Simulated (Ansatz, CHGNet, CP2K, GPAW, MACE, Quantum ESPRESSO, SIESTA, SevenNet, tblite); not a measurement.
## H16C6Br2N2O (Pca2_1) (108 atoms): runs against a plane-wave reference

The cell holds 108 atoms: 64 H, 24 C, 8 Br, 8 N and 4 O. Its edges and angles: a = 12.383 Å, b = 8.319 Å, c = 9.881 Å, α = 90.0°, β = 90.0°, γ = 90.0°. It derives from H16C6Br2N2O (Pca2_1), repeated 1×1×1. H16C6Br2N2O, space group Pca2_1, structure from the Crystallography Open Database, 1 x 1 x 1 conventional cells; every coordinate displaced by a Gaussian of 0.02 Å; bonds to H set to neutron lengths (C-H 1.089, N-H 1.015, O-H 0.983, B-H 1.19 Å) where the listed ones are shorter. Then every atom was moved at random, 0.03 Å r.m.s. a Cartesian component (hydrogen 0.6 of that).

Geometry: as built.

The reference, a calculation:

```
method                                           : Kohn-Sham DFT, PBE, SSSP efficiency 1.3.0 pseudopotentials, plane waves (Quantum ESPRESSO 7.5); sssp-pbe-1.3.0-efficiency, cutoffs 60/480 Ry, Γ point
r.m.s. force component                           : 1.288 eV/Å
longest force                                    : 6.804 eV/Å
pressure                                         : 3.086 GPa
gap (highest filled to lowest empty level) : 4.744 eV
time                                             : 2.1 min on 2 MPI ranks of Arm Neoverse V1, shared host
CPU time                                         : 4.3 min
```

Q: Estimate the differences from the reference, the CPU time and the memory of each run.
- GPAW revPBE, LCAO dzp, h 0.18 Å (GPAW 26.7.0; 2 MPI ranks)
- SIESTA PBE, SZ, shift 0.02 Ry, mesh 500 Ry, orbital minimisation (SIESTA 5.4.2; 2 MPI ranks)
- CP2K PBE, SZV-MOLOPT-SR, 600/50 Ry, OT DIIS (CP2K 2026.2; 2 threads)
- SIESTA PBE, SZ, shift 0.01 Ry, mesh 500 Ry (SIESTA 5.4.2; 1 thread)
- SevenNet l3i5 potential (SevenNet l3i5; 1 thread)
- tblite GFN2-xTB (tblite 0.8.0; 1 thread)
- CP2K PBE, SZV-MOLOPT-SR, 600/50 Ry, TRS4 filter 1e-06, SCF 1e-06 (CP2K 2026.2; 1 thread)
- CP2K PBE, SZV-MOLOPT-SR, 600/50 Ry, TRS4 filter 1e-07, SCF 1e-07 (CP2K 2026.2; 1 thread)
- CP2K PBE, SZV-MOLOPT-SR, 600/50 Ry, TRS4 filter 1e-04, SCF 1e-05 (CP2K 2026.2; 1 thread)
- GPAW PBE, LCAO dzp, h 0.18 Å (GPAW 26.7.0; 2 MPI ranks)

Differences are against the plane-wave reference, forces as r.m.s. over components; share is that over the reference's r.m.s. force, slope the least-squares factor from reference forces to these. Total energies of different programs have different zeros and aren't compared.

```tsv
run	Δ force, r.m.s. (meV/Å)	share (%)	slope	Δ pressure (GPa)	Δ gap (eV)	cores	CPU time	memory (GiB)
reference	-	-	-	-	-	2	4.3 min	2.6
GPAW revPBE, LCAO dzp, h 0.18 Å	280	21.7	1.105	-	0.199	2	96 s	1.4
SIESTA PBE, SZ, shift 0.02 Ry, mesh 500 Ry, orbital minimisation (coarse)	2199	171	1.603	14.7	-	2	2 min	0.94
CP2K PBE, SZV-MOLOPT-SR, 600/50 Ry, OT DIIS (coarse)	1042	80.9	1.437	5.79	0.0796	2	9.3 min	1.4
SIESTA PBE, SZ, shift 0.01 Ry, mesh 500 Ry (coarse)	2268	176	1.615	16.6	-1.90	1	77 s	0.78
SevenNet l3i5 potential	99.2	7.70	0.980	0.0972	-	1	12 s	2.2
tblite GFN2-xTB	263	20.5	0.880	-3.61	-	1	9.6 s	0.14
CP2K PBE, SZV-MOLOPT-SR, 600/50 Ry, TRS4 filter 1e-06, SCF 1e-06 (coarse)	1041	80.8	1.437	5.79	-	1	63 s	1.3
CP2K PBE, SZV-MOLOPT-SR, 600/50 Ry, TRS4 filter 1e-07, SCF 1e-07 (coarse)	1041	80.9	1.437	5.79	-	1	72 s	1.3
CP2K PBE, SZV-MOLOPT-SR, 600/50 Ry, TRS4 filter 1e-04, SCF 1e-05 (coarse)	1035	80.3	1.431	5.95	-	1	41 s	1.3
GPAW PBE, LCAO dzp, h 0.18 Å	322	25.0	1.104	-	0.0457	2	98 s	1.3
```

Rows marked coarse were listed beforehand as settings not expected to be converged; some can still land near the reference.

Times of the machine-learned potentials are mostly Python's start and the loading of weights.

CPU time is summed over cores on a shared host, where runs went side by side, so it is rough. Symmetry, cutoffs, thresholds, outputs and thread counts weren't matched or tuned between programs; memory under MPI is the largest rank's times the ranks.

The PBE run in local orbitals, coarse settings apart, differs by 25 % (GPAW PBE, LCAO dzp, h 0.18 Å); basis, grid and potentials can all enter. Tight binding differs by 20 % (tblite GFN2-xTB); it is another model, with fitted parameters of its own, and the xTB methods hold dispersion. Machine-learned potentials differ by 7.7 % (SevenNet l3i5 potential); they were trained on other programs' data. Rows with another functional or a dispersion term differ by 22 % (GPAW revPBE, LCAO dzp, h 0.18 Å), which mixes the change of model with differences of basis and potentials. Periodic xTB results under one method name differ between programs and library versions. With short bonds to hydrogen, sets of potentials differ among themselves by several per cent in forces even at converged cutoffs, so the reference isn't exact here either. Machine-learned potentials mimic data converged in k, so the reference's own k-point error enters their differences. The published positions, changed by the recipe (random displacements or longer bonds to H), lie far from the minimum at this level of theory. The electronic-structure runs sample only Γ, in a cell whose shortest periodic width is 8 Å.

[Logs are printed without paths, hosts, clocks, repeated set-up lines and the standing remarks that a program may print on its own settings, such as how far it seeks lower states.]

[Hosts, paths, dates, database ids (printed as entryN), source tags and the programs' standing remarks are cut or masked in the printed files.]
